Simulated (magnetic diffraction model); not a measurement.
**Which magnetic order? PrCuGePb**

Space group Pnma (no. 62), a = 8.1080 Å, b = 4.0290 Å, c = 11.1380 Å.

| site | atom | x | y | z |
| --- | --- | --- | --- | --- |
| 4c | Pb | 0.7808 | 3/4 | 0.9337 |
| 4c | Pr | 0.8658 | 3/4 | 0.6332 |
| 4c | Ge | 0.8457 | 3/4 | 0.3151 |
| 4c | Cu | 0.5086 | 3/4 | 0.3918 |

This is a made-up structure (elements placed in a structure type, unrelaxed), so the numbers test the method and describe no known phase.

Only Pr is taken to order (form factors of Pr3+); orders and moment sizes are assumed, and not adapted to the symmetry. Radiation: neutrons of λ = 2.41 Å, 3° to 65°; isotropic B of 0.27 Å² (Pb), 0.29 Å² (Pr), 0.33 Å² (Ge) and 0.44 Å² (Cu). The intensities are simulated: I ∝ L Σ (|F_N|² + |F_M⊥|²) for unpolarised neutrons, with F_M = 2.695 fm/μB × Σ f(s) S exp(2πi Q·r) exp(−B s²) at Q = H ± k (one set where k and −k are equivalent), only the part normal to Q counting and L = 1/(sin²θ cos θ). For a modulated order the moment at position r is S exp(−2πi k·r) + c.c., with S = m/2 for a sine wave of amplitude m and S = m(u + iv)/2 for moments turning in a plane, u and v being orthogonal unit vectors in it; the phase factor of the sum at Q = H + k is then exp(2πi H·r). Form factors are spin-only for 3d ions and dipole or tabulated for f ions, scattering lengths are Sears's of 1992, and absorption is left out. A label names one of the reflections at its angle. The strongest nuclear line in the range is 100, and lines under 0.2 are left out.

Above the ordering temperature:

```tsv
2θ (°)	index	I
21.18	(1 0 1)	19.5
24.99	(0 0 2)	1.8
30.44	(1 0 2)	52.7
34.58	(2 0 0)	5.5
36.88	(2 0 1)	1.3
37.09	(0 1 1)	12.5
41.10	(1 1 1)	7.8
41.83	(1 0 3)	5.8
43.14	(2 0 2)	1.7
46.90	(1 1 2)	21.1
49.88	(2 1 0)	62.2
51.28	(0 0 4)	22.3
51.61	(2 1 1)	19.2
52.22	(2 0 3)	22.8
52.38	(0 1 3)	14.7
54.46	(1 0 4)	2.7
54.62	(3 0 1)	11.3
55.51	(1 1 3)	69.9
56.58	(2 1 2)	5.5
59.42	(3 0 2)	7.2
63.34	(2 0 4)	5.6
64.30	(2 1 3)	100.0
```

Below it (cell unchanged):

```
2θ (°)     I
  7.60  17.3
  9.45  11.2
 14.58   2.5
 15.63   3.0
 21.18  19.5
 24.82   1.6
 24.99   1.8
 26.16   0.2
 26.71   1.4
 26.77   0.3
 27.84   2.0
 29.55   1.8
 30.44  52.7
 34.58   5.5
 35.51   0.8
 35.68   1.5
 36.14   1.5
 36.88   1.3
 36.90   0.8
 37.09  12.5
 37.92   2.4
 38.36   2.3
 41.10   7.8
 41.83   5.8
 42.63   0.5
 43.14   1.7
 43.22   1.0
 44.05   1.3
 44.40   1.0
 44.45   1.3
 44.58   0.9
 44.61   0.5
 45.14   1.7
 45.82   0.3
 46.29   1.6
 46.49   0.8
```
(The table stops after 36 lines; 35 more lie at higher angle.)

**Question.** Find the propagation vector, then choose among these models:
A. a sine wave with moments along [010] (amplitudes given), 2.7 μB on Pr; signs + at (0.8658, 3/4, 0.6332), + at (0.6342, 1/4, 0.1332), + at (0.3658, 3/4, 0.8668), − at (0.1342, 1/4, 0.3668)
B. moments turning in the plane of [100] and [010], 2.7 μB on Pr; signs + at (0.8658, 3/4, 0.6332), + at (0.6342, 1/4, 0.1332), + at (0.3658, 3/4, 0.8668), − at (0.1342, 1/4, 0.3668)
C. moments turning in the plane of [010] and [001], 2.7 μB on Pr; signs + at (0.8658, 3/4, 0.6332), + at (0.6342, 1/4, 0.1332), + at (0.3658, 3/4, 0.8668), − at (0.1342, 1/4, 0.3668)
D. a sine wave with moments along [001] (amplitudes given), 2.7 μB on Pr; signs + at (0.8658, 3/4, 0.6332), + at (0.6342, 1/4, 0.1332), + at (0.3658, 3/4, 0.8668), − at (0.1342, 1/4, 0.3668)

The new lines index as (0.446 0 0) at 7.60°, (0.554 0 0) at 9.45°, (0.446 0 1) at 14.58° and (0.554 0 -1) at 15.63°, that is as H ± k with k = (0.446 0 0). Satellites come in pairs about each point of the reciprocal lattice.

Magnetic intensity, observed (below minus above) and for each model:

| 2θ (°) | index | observed | A | B | C | D |
| --- | --- | --- | --- | --- | --- | --- |
| 7.60 | (0.446 0 0) | 17.3 | 17.3 | 17.3 | 34.5 | 17.3 |
| 9.45 | (0.554 0 0) | 11.2 | 11.2 | 11.2 | 22.3 | 11.2 |
| 14.58 | (0.446 0 1) | 2.5 | 9.3 | 16.1 | 11.9 | 2.5 |
| 15.63 | (0.554 0 -1) | 3.0 | 8.1 | 13.3 | 11.1 | 3.0 |
| 26.16 | (0.446 0 2) | 0.2 | 2.9 | 5.5 | 3.1 | 0.2 |
| 26.77 | (0.554 0 2) | 0.3 | 2.7 | 5.1 | 3.1 | 0.3 |
| 37.92 | (0.446 1 1) | 2.4 | 0.4 | 3.0 | 2.8 | 2.4 |
| 38.69 | (0.446 0 3) | <0.2 | 1.3 | 2.5 | 1.3 | <0.2 |

Model D matches.

The structure used: k = (0.446 0 0), a sine wave with moments along [001] (amplitudes given), 2.7 μB on Pr; signs + at (0.8658, 3/4, 0.6332), + at (0.6342, 1/4, 0.1332), + at (0.3658, 3/4, 0.8668), − at (0.1342, 1/4, 0.3668).

[Logs are printed without paths, hosts, clocks, repeated set-up lines and the standing remarks that a program may print on its own settings, such as how far it seeks lower states.]
